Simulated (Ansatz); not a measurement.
# The perfect armchair germanene nanoribbon (N = 5, H edges), part 2 of 4

What gap, if any, does the armchair germanene nanoribbon (N = 5, H edges) have, and how does it change with the functional and under strain?

Ansatz 0.2.0; DFT PBE, plane waves, PAW; relaxation of a wire's period (the session's first sound run).

So far. Step 2 (The relaxed wire): The cell's length comes to 7.003 Å with spin left out.

## (3) Bands of the perfect wire

This step: DFT PBE, plane waves, PAW; channels and complex bands of a perfect wire (Ansatz 0.2.0).

At the relaxed period the Bloch states of the perfect wire are found at each energy: those that move forward count the open channels, and those that decay describe how a disturbance dies away inside the wire itself. An energy step of 0.035 eV is under the 0.039 eV that the program asks for its thermal average at 300 K.

input.yaml reads:

```yaml
crystal:
  lattice:
    - [17.791, 0.0, 0.0]
    - [0.0, 7.67, 0.0]
    - [0.0, 0.0, 7.0026476024]
  atoms:
    - { symbol: Ge, position: [0.276964066, 0.544920628, 0.005164254] }
    - { symbol: Ge, position: [0.5, 0.541763621, 0.999211871] }
    - { symbol: Ge, position: [0.723035934, 0.544920628, 0.005164254] }
    - { symbol: Ge, position: [0.276964066, 0.455079372, 0.32816908] }
    - { symbol: Ge, position: [0.5, 0.458236379, 0.334121463] }
    - { symbol: Ge, position: [0.723035934, 0.455079372, 0.32816908] }
    - { symbol: H, position: [0.202950491, 0.505234357, 0.435223558] }
    - { symbol: H, position: [0.797049509, 0.505234357, 0.435223558] }
    - { symbol: Ge, position: [0.386845821, 0.546813693, 0.500650422] }
    - { symbol: Ge, position: [0.613154179, 0.546813693, 0.500650422] }
    - { symbol: Ge, position: [0.386845821, 0.453186307, 0.832682911] }
    - { symbol: Ge, position: [0.613154179, 0.453186307, 0.832682911] }
    - { symbol: H, position: [0.202950491, 0.494765643, 0.898109775] }
    - { symbol: H, position: [0.797049509, 0.494765643, 0.898109775] }
kpoints:
  mp_grid: { grid: [1, 1, 12] }
  band_path: { path: ["Γ", Z], npoints: 50 }
scf:
  occupations: { method: fermi_dirac, width: 0.05 }
hamiltonian:
  xc: pbe
output:
  transmission:
    e_range: [-2, 2]
    de: 0.035
    kmesh: [1, 1]
    reduced_basis: true
    leads: [[0, 0]]
  dos: { e_range: [-5, 4] }
  write_potential: true
  write_density: true
  volumetric_format: npy
  elf: true
```

Run with:

```console
ansatz run input.yaml --threads 8 --pin off --max-ram 16384MiB --backend cpu --events-out ev --progress --plain --runs-dir out
```

Numbers of over 12 decimals in the logs are rounded to 6 here.

Output:

```text
[...]
Crystal: 14 atoms, lattice volume = 955.560 Å³
Basis set: ecut = 420 eV, 18681 PW (Γ)
Bands: 87, of which v1, the nominal top of the filled ones, is band 72 counted from 1 (71 counted from 0)
Symmetry: 4 space group operations
[...]
k-points: 7 of 12
[...]
SCF iter   1: F=—  HF=-43006.664521 eV  |F-HF|=—  |Δ(HF+E_count)|=         —  Δρ=1.35e-3  dr2=5.74e-2  ethr=1.77e-3  ⟨swp⟩=6.1  Hψ=2288  notcnv=0  defer=14
[...]
SCF iter   7: F=-43006.675573 eV  HF=-43006.675573 eV  |F-HF|=1.19e-7  |Δ(HF+E_count)|=   4.68e-7  Δρ=3.23e-6  dr2=9.68e-8  ethr=6.94e-11  ⟨swp⟩=10.6  Hψ=2738  notcnv=0
SCF 1 converged in 7 iterations: F = -43006.675573 eV  dr2 = 9.68e-8
[...]
NSCF: frozen V_eff on 51 k-points
transmission: 9 of 54 steps passed
transmission: 18 of 54 steps passed
[...]
transmission: 54 of 54 steps passed
WARN: The output density's exchange-correlation potential varies sharply where the density is thin. Do not read a vacuum level from v_tot or v_xc, or from such a field of the output density. On a cell that repeats whose density bears no net charge and no dipole along the vacuum's axis use v_es (v_loc + v_h of the components); under efield.dipole_correction with no amplitude use v_es + v_field, which holds any externa [...]
Second SCF, for the conductance: iteration 1, dr2 8.936e-6 eV
Second SCF, for the conductance: iteration 2, dr2 6.304e-6 eV
Second SCF, for the conductance: iteration 3, dr2 8.079e-7 eV
Second SCF, for the conductance: iteration 4, dr2 2.146e-7 eV
Second SCF, for the conductance: iteration 5, dr2 4.802e-9 eV
transmission: 9 of 54 steps passed
transmission: 18 of 54 steps passed
[...]
transmission: 54 of 54 steps passed
SCF converged after 7 iterations
Free energy (F): -43006.675573 eV
[...]
Internal energy: -43006.663473 eV  (E = F + TS)
E sigma→0 (E₀):  -43006.669523 eV
Entropy (-TS):   -0.012100 eV (-0.864 meV/atom)
Fermi energy:    -1.351260 eV
[...]
--- Band table (eV; the first three rows and the last of 7) ---
  k-point 0: bands = [... 68 lower, -2.3485, -2.3050, -2.1290, -1.3763, -1.3260, -0.7851, -0.2229, 0.2113, ... 11 higher]
  k-point 1: bands = [... 68 lower, -2.4127, -2.3350, -2.2108, -1.6182, -1.0883, -0.6898, -0.2461, 0.2843, ... 11 higher]
  k-point 2: bands = [... 68 lower, -2.6515, -2.4197, -2.3276, -1.8817, -0.8364, -0.4586, -0.3051, 0.4768, ... 11 higher]
  k-point 6: bands = [... 68 lower, -3.1684, -2.8070, -2.8046, -2.4200, -0.5031, -0.0450, 0.0247, 0.5151, ... 11 higher]
--- Transmission ---
  basis      : 1195 plane waves across, 9 finite elements along
  points     : 1, standing for a mesh of 1 x 1
  filling    : by a second SCF (5 iterations) under fermi_dirac of width 0.025852 eV on a mesh of 1 x 1 x 46, whose Fermi level is -1.351358 eV
  energies   : 115 from -2.000000 to 1.990000 eV about the Fermi level, 0.035000 eV apart; the leads are filled to 0.000000 eV, and channels, transmission and decay are at -0.005000 eV
  crystal 0  : Ge10H4, at the sites [0, 0], period 7.0026 Å: whole cells are its period
    offset         : up to 0.0000 Å between an atom of the period and one for which it stands
    filled         : 0.2 meV over the level at which it is neutral
    channels       : 0.000000e0 a spin
    conductance    : 3.1359e13 S/m² at 300 K; may be off by some 0.3 % by where its bands' edges are placed, 0.0 % from the distance to neutral
    slowest decay  : 0.0069 /Å at (0.0000, 0.0000)
```

Elapsed: 9.9 min, on 8 threads of Arm Neoverse V1, shared host; peak memory 4.5 GiB.

Numbers from this step:

- energy at zero smearing: -43006.6695 eV
- channels at the energy nearest the Fermi level, one spin: 0
- conductance of the lead as this run defines it: 0.5523 G₀
- slowest decay in the lead at the energy nearest the Fermi level: 0.0069 Å⁻¹
- band gap: 0.05031 eV

The open channels of the lead, one spin by energy, zero at the Fermi level:

```csv
energy (eV),"open channels of the lead, one spin"
-2.000,2
-1.790,4
-1.615,4
-1.405,4
-1.195,3
-0.985,3
-0.810,2
-0.600,1
-0.390,1
-0.215,1
-0.005,0
0.205,1
0.415,1
0.590,2
0.800,2
1.010,3
1.185,2
1.395,2
1.605,3
1.815,3
```

The slowest values at each energy, most degenerate partners merged, listed up to 1.5 1/Å. Im kz of the slowest decaying states against energy, zero at the Fermi level:

```csv
energy (eV),decay 1 (Å⁻¹),decay 2 (Å⁻¹),decay 3 (Å⁻¹),decay 4 (Å⁻¹)
-2.000,0.0445,0.0509,0.199,0.391
-1.790,0.124,0.240,0.400,0.629
-1.615,0.145,0.245,0.405,0.578
-1.405,0.137,0.151,0.276,0.412
-1.195,0.128,0.149,0.336,0.407
-0.985,0.0876,0.190,0.370,0.391
-0.810,0.0907,0.209,0.256,0.390
-0.600,0.0967,0.135,0.223,0.292
-0.390,0.127,0.162,0.230,0.304
-0.215,0.137,0.179,0.234,0.304
-0.005,0.00689,0.136,0.193,0.234
0.205,0.121,0.202,0.232,0.282
0.415,0.0858,0.206,0.226,0.258
0.590,0.206,0.220,0.227,0.332
0.800,0.154,0.199,0.209,0.320
1.010,0.185,0.187,0.194,0.310
1.185,0.104,0.175,0.179,0.179
1.395,0.105,0.155,0.159,0.239
1.605,0.128,0.149,0.290,0.418
1.815,0.0756,0.150,0.288,0.341
```

Electronic bands along the path, in eV, zero at the Fermi level:

```
  point  band 69  band 70  band 71  band 72  band 73  band 74  band 75  band 76
      Γ    -1.00    -0.95    -0.78    -0.03     0.03     0.57     1.13     1.56
halfway    -1.37    -1.30    -0.99    -0.79     0.75     0.97     1.18     1.73
      Z    -1.82    -1.46    -1.45    -1.07     0.85     1.31     1.38     1.87
```

ELF in the ca plane at fractional y = 0.453, with atoms of Ge within 0.2 Å of it. It is the smooth field of the valence electrons, not physical close to the nuclei.

Ten even steps from '_' (0.00 × 1e-1) to '@' (9.98 × 1e-1), each cell a mean:
```
________________________________________
________________________________________
..__________..--++**==..______..==****==
**..______..==%%@@@@@@**..____++@@@@@@@@
##--......--**@@@@@@@@%%::__..%%@@@@@@@@
==--==++==----==**####++..____==##%%%%**
::--++**==..____::----..______..::==--::
==--==++==----==++**++--::::----++****++
==::..__..::==++++==----++**==--..::--++
==::______..--====--::--++**==::____::==
++--------====++****++--------====++****
::--++**++::__..::====::______..--====--
----==**++--..::--++==::..__..::==++==--
++--::::::--==++**++==--========--==++**
==::______..::----::::--++**==..____::==
++--....::--==++**++==--==++==------==++
----==++==--::::==++++--....::--==++++==
::--++**==..____::====::______..--====--
++----====--==**%%@@%%**..____**%%@@@@%%
%%--____..::**@@@@@@@@%%::____##@@@@@@@@
++..________--##@@@@%%==______==%%@@@@%%
..____________::--==::__________::====--
________________________________________
________________________________________
```
Columns run along c (7.0 Å), rows up along a (17.8 Å). Atoms in or near the plane, at fractional coordinates: Ge at (0.33, 0.28), Ge at (0.33, 0.50), Ge at (0.33, 0.72), Ge at (0.83, 0.39), Ge at (0.83, 0.61).

Electrostatic potential energy in the ca plane at fractional y = 0.453, with atoms of Ge within 0.2 Å of it. With pseudopotentials it is smooth inside the atoms' cores, unlike the true potential.

Ten even steps from '_' (-36 eV) to '@' (3 eV), each cell a mean:
```
@@@@@@@@@@@@@@@@@@@@@@@@@@@@@@@@@@@@@@@@
@@@@@@@@@@@@@@@@@@@@@@@@@@@@@@@@@@@@@@@@
@@@@@@@@@@@@@@@@@@@@@@@@@@@@@@@@@@@@@@@@
@@@@@@@@@@@@@@@@@@@@@@@@@@@@@@@@@@@@@@@@
@@@@@@@@@@@@@@%%####@@@@@@@@@@@@@@##++%%
**##%%%%##==----++##@@@@@@@@@@@@@@%%##**
::--**##==______..++%%@@@@@@@@@@@@%%**--
**##%%%%##==----++##%%@@@@@@@@%%######**
%%@@@@@@@@@@%%%%##++==**##%%**::....::**
%%@@@@@@@@@@@@%%**----==##%%++..____..++
##%%@@@@%%##****####%%%%@@@@%%##****####
::==##%%++..____..++%%@@@@@@@@@@@@%%**--
==++##%%**::....::**%%@@@@@@@@@@%%%%**==
%%@@@@@@@@%%############%%%%##++====++##
%%@@@@@@@@@@@@%%**--::==####==______..++
%%@@@@@@@@%%%%####****##%%%%##==::::==##
==**##%%**::....--##%%@@@@@@@@@@%%%%##++
::==####==______..**%%@@@@@@@@@@@@%%**--
##%%%%@@%%**++++**##@@@@@@@@@@@@@@##**##
@@@@@@@@@@@@@@@@%%%%@@@@@@@@@@@@@@%%##%%
@@@@@@@@@@@@@@@@@@@@@@@@@@@@@@@@@@@@@@@@
@@@@@@@@@@@@@@@@@@@@@@@@@@@@@@@@@@@@@@@@
@@@@@@@@@@@@@@@@@@@@@@@@@@@@@@@@@@@@@@@@
@@@@@@@@@@@@@@@@@@@@@@@@@@@@@@@@@@@@@@@@
```
Columns run along c (7.0 Å; values clipped at the 3rd and 97th percentile), rows up along a (17.8 Å). Atoms in or near the plane, at fractional coordinates: Ge at (0.33, 0.28), Ge at (0.33, 0.50), Ge at (0.33, 0.72), Ge at (0.83, 0.39), Ge at (0.83, 0.61).

Valence density in the ca plane at fractional y = 0.453, with atoms of Ge within 0.2 Å of it. It is the smooth field of the valence electrons, not physical close to the nuclei.

Ten steps, logarithmic in the rise over the least value, from '0' (0 e/Å³) to '9' (26 e/Å³), each cell a mean:
```
00000000000000000000
00000000000000000000
00000000000000000000
00000000000000000000
00000011221000000121
21111344321000000122
32222699521000000112
21111344211000011122
10000011222211247742
10000001223211259852
11001122211100112222
32112598521000000123
22112477421000001122
10000111221111123322
10000001223222269952
10000111222111135532
22112476321000001122
32222698521000000112
11111122221000001222
00000001110000000111
00000000000000000000
00000000000000000000
00000000000000000000
00000000000000000000
```
Columns run along c (7.0 Å), rows up along a (17.8 Å). Atoms in or near the plane, at fractional coordinates: Ge at (0.33, 0.28), Ge at (0.33, 0.50), Ge at (0.33, 0.72), Ge at (0.83, 0.39), Ge at (0.83, 0.61).

By hand: the program gives 3.1359 × 10^13 S/m² over the cell's cross-section of 136.46 Å² = 1.365 × 10^-18 m², so one cell conducts 4.279 × 10^-5 S. Divided by G0 = 2e²/h = 7.748 × 10^-5 S this is 0.552 G0, a resistance of 23.4 kΩ.

At the computed energy nearest the Fermi level there are 0 channels a spin, and the thermal average gives 0.552 G₀; the gap is 0.05 eV.

## (4) Another level of theory, level LDA, cutoff 420 eV

This step: DFT LDA, plane waves, PAW; bands of a perfect wire at the PBE geometry (Ansatz 0.2.0).

The atoms stay at the PBE geometry and the functional changes. At fixed atoms LDA and the gradient-corrected functionals usually give like bands; this run checks that. Against the first PBE run of this kind, the mesh along the wire has 9 points against 12.

input.yaml: that of step 3 with these lines changed.

```diff
@@ -21,3 +21,3 @@
 kpoints:
-  mp_grid: { grid: [1, 1, 12] }
+  mp_grid: { grid: [1, 1, 9] }
   band_path: { path: ["Γ", Z], npoints: 50 }
@@ -26,14 +26,2 @@
 hamiltonian:
-  xc: pbe
-output:
-  transmission:
-    e_range: [-2, 2]
-    de: 0.035
-    kmesh: [1, 1]
-    reduced_basis: true
-    leads: [[0, 0]]
-  dos: { e_range: [-5, 4] }
-  write_potential: true
-  write_density: true
-  volumetric_format: npy
-  elf: true
+  xc: lda
```

Output:

```text
[...]
Crystal: 14 atoms, lattice volume = 955.560 Å³
Basis set: ecut = 420 eV, 18681 PW (Γ)
Bands: 87, of which v1, the nominal top of the filled ones, is band 72 counted from 1 (71 counted from 0)
Symmetry: 4 space group operations
[...]
k-points: 5 of 9
[...]
SCF iter   1: F=—  HF=-42211.103511 eV  |F-HF|=—  |Δ(HF+E_count)|=         —  Δρ=4.18e-3  dr2=2.91e-1  ethr=1.77e-3  ⟨swp⟩=6.4  Hψ=1645  notcnv=0  defer=13
[...]
SCF iter   8: F=-42211.046990 eV  HF=-42211.046990 eV  |F-HF|=2.84e-8  |Δ(HF+E_count)|=   3.27e-7  Δρ=1.64e-6  dr2=3.93e-8  ethr=6.94e-11  ⟨swp⟩=12.8  Hψ=1628  notcnv=0
SCF 1 converged in 8 iterations: F = -42211.046990 eV  dr2 = 3.93e-8
[...]
SCF converged after 8 iterations
Free energy (F): -42211.046990 eV
[...]
Internal energy: -42211.031962 eV  (E = F + TS)
E sigma→0 (E₀):  -42211.039476 eV
Entropy (-TS):   -0.015029 eV (-1.073 meV/atom)
Fermi energy:    -1.572710 eV
[...]
--- Band table (eV; the first three rows and the last of 5) ---
  k-point 0: bands = [... 68 lower, -2.5685, -2.5087, -2.3481, -1.5982, -1.5471, -1.0111, -0.4522, -0.0981, ... 11 higher]
  k-point 1: bands = [... 68 lower, -2.6804, -2.5601, -2.4845, -1.9267, -1.2266, -0.8489, -0.4944, 0.0302, ... 11 higher]
  k-point 2: bands = [... 68 lower, -2.9061, -2.7918, -2.5560, -2.2737, -0.9011, -0.5896, -0.4947, 0.1988, ... 11 higher]
  k-point 4: bands = [... 68 lower, -3.2686, -3.1444, -2.8958, -2.6332, -0.7358, -0.3509, -0.1541, 0.2300, ... 11 higher]
```

The job ended after 24 s (8 threads; peak memory 4.2 GiB).

This step gave:

```
energy at zero smearing : -42211.0395 eV
band gap                : 0.05109 eV
```

Electronic bands along the path, in eV, zero at the Fermi level:

```csv
point,band 69,band 70,band 71,band 72,band 73,band 74,band 75,band 76
Γ,-1.00,-0.94,-0.78,-0.03,0.03,0.56,1.12,1.47
halfway,-1.35,-1.30,-0.99,-0.79,0.75,0.96,1.18,1.71
Z,-1.81,-1.46,-1.45,-1.07,0.83,1.30,1.36,1.82
```

The gap is 0.0511 eV, against 0.0503 eV under PBE at the relaxed period.

## (5) Levels at the same atoms, level PBEsol, cutoff 420 eV

This step: DFT PBEsol, plane waves, PAW; bands of a perfect wire at the PBE geometry (Ansatz 0.2.0).

The atoms stay at the PBE geometry and the functional changes. At fixed atoms LDA and the gradient-corrected functionals usually give like bands; this run checks that. Against the first PBE run of this kind, the mesh along the wire has 9 points against 12.

input.yaml: that of step 4 with these lines changed.

```diff
@@ -26,2 +26,2 @@
 hamiltonian:
-  xc: lda
+  xc: pbesol
```

Output:

```text
[...]
Crystal: 14 atoms, lattice volume = 955.560 Å³
Basis set: ecut = 420 eV, 18681 PW (Γ)
Bands: 87, of which v1, the nominal top of the filled ones, is band 72 counted from 1 (71 counted from 0)
Symmetry: 4 space group operations
[...]
k-points: 5 of 9
[...]
--- Band table (eV; the first three rows and the last of 5) ---
  k-point 0: bands = [... 68 lower, -2.4037, -2.3541, -2.1826, -1.4311, -1.3805, -0.8406, -0.2761, 0.1418, ... 11 higher]
  k-point 1: bands = [... 68 lower, -2.5257, -2.3960, -2.3194, -1.7616, -1.0573, -0.6777, -0.3170, 0.2659, ... 11 higher]
  k-point 2: bands = [... 68 lower, -2.7538, -2.6285, -2.3910, -2.1098, -0.7288, -0.4104, -0.3216, 0.3855, ... 11 higher]
  k-point 4: bands = [... 68 lower, -3.1170, -2.9820, -2.7331, -2.4651, -0.5543, -0.1737, 0.0281, 0.4138, ... 11 higher]
[key lines of the parts left out:]
SCF converged after 8 iterations
Free energy (F): -42589.828323 eV
Fermi energy:    -1.405849 eV
```

The job ended after 23 s (8 threads; peak memory 4.3 GiB).

Electronic bands along the path, in eV, zero at the Fermi level:

```
  point  band 69  band 70  band 71  band 72  band 73  band 74  band 75  band 76
      Γ    -1.00    -0.95    -0.78    -0.03     0.03     0.57     1.13     1.55
halfway    -1.36    -1.30    -0.99    -0.79     0.76     0.97     1.18     1.73
      Z    -1.82    -1.46    -1.46    -1.07     0.85     1.31     1.38     1.85
```

The gap is 0.0506 eV, against 0.0503 eV under PBE at the relaxed period.

## (6) Another level of theory, level r2SCAN, cutoff 500 eV

This step: DFT r2SCAN, plane waves, PAW; bands of a perfect wire at the PBE geometry (Ansatz 0.2.0).

The atoms stay at the PBE geometry and the functional changes. r2SCAN also reads the kinetic-energy density; it often gives larger moments and wider gaps than PBE, at a higher cost. Against the first PBE run of this kind, the cutoff is 500 eV against 420 and the mesh along the wire has 9 points against 12.

input.yaml: that of step 5 with these lines changed.

```diff
@@ -26,2 +26,2 @@
 hamiltonian:
-  xc: pbesol
+  xc: r2scan
```

Output:

```text
[...]
Crystal: 14 atoms, lattice volume = 955.560 Å³
Basis set: ecut = 500 eV, 24231 PW (Γ), exchange–correlation on 540×240×216 points (64 copies of the dense FFT grid, shifted against one another)
Bands: 87, of which v1, the nominal top of the filled ones, is band 72 counted from 1 (71 counted from 0)
Symmetry: 4 space group operations
[...]
k-points: 5 of 9
[...]
--- Band table (eV; the first three rows and the last of 5) ---
  k-point 0: bands = [... 68 lower, -2.5644, -2.5433, -2.3258, -1.5278, -1.4764, -0.8897, -0.2876, 0.3925, ... 11 higher]
  k-point 1: bands = [... 68 lower, -2.7178, -2.5581, -2.4701, -1.8817, -1.1284, -0.7171, -0.3276, 0.5119, ... 11 higher]
  k-point 2: bands = [... 68 lower, -2.9614, -2.7972, -2.5523, -2.2517, -0.7745, -0.4214, -0.3374, 0.4632, ... 11 higher]
  k-point 4: bands = [... 68 lower, -3.3366, -3.1732, -2.9108, -2.6249, -0.5658, -0.1739, 0.0717, 0.4660, ... 11 higher]
[key lines of the parts left out:]
SCF converged after 8 iterations
Free energy (F): -43085.165257 eV
Fermi energy:    -1.502069 eV
```

Elapsed: 45 s, on 8 threads; peak memory 6.6 GiB; 5.6 min of CPU time.

The gap is 0.0514 eV, against 0.0503 eV under PBE at the relaxed period.

## (7) Side by side

Times are for 8 threads of Arm Neoverse V1, shared host. The runs compared:

```csv
no.,level,band gap (eV),time,memory (GiB)
1,LDA,0.05109,24 s,4.2
2,PBEsol,0.05063,23 s,4.3
3,r2SCAN,0.05140,45 s,6.6
```

[end of part 2 of 4]

[Logs are printed without paths, hosts, clocks, repeated set-up lines and the standing remarks that a program may print on its own settings, such as how far it seeks lower states.]

[Hosts, paths, dates, database ids (printed as entryN), source tags and the programs' standing remarks are cut or masked in the printed files.]
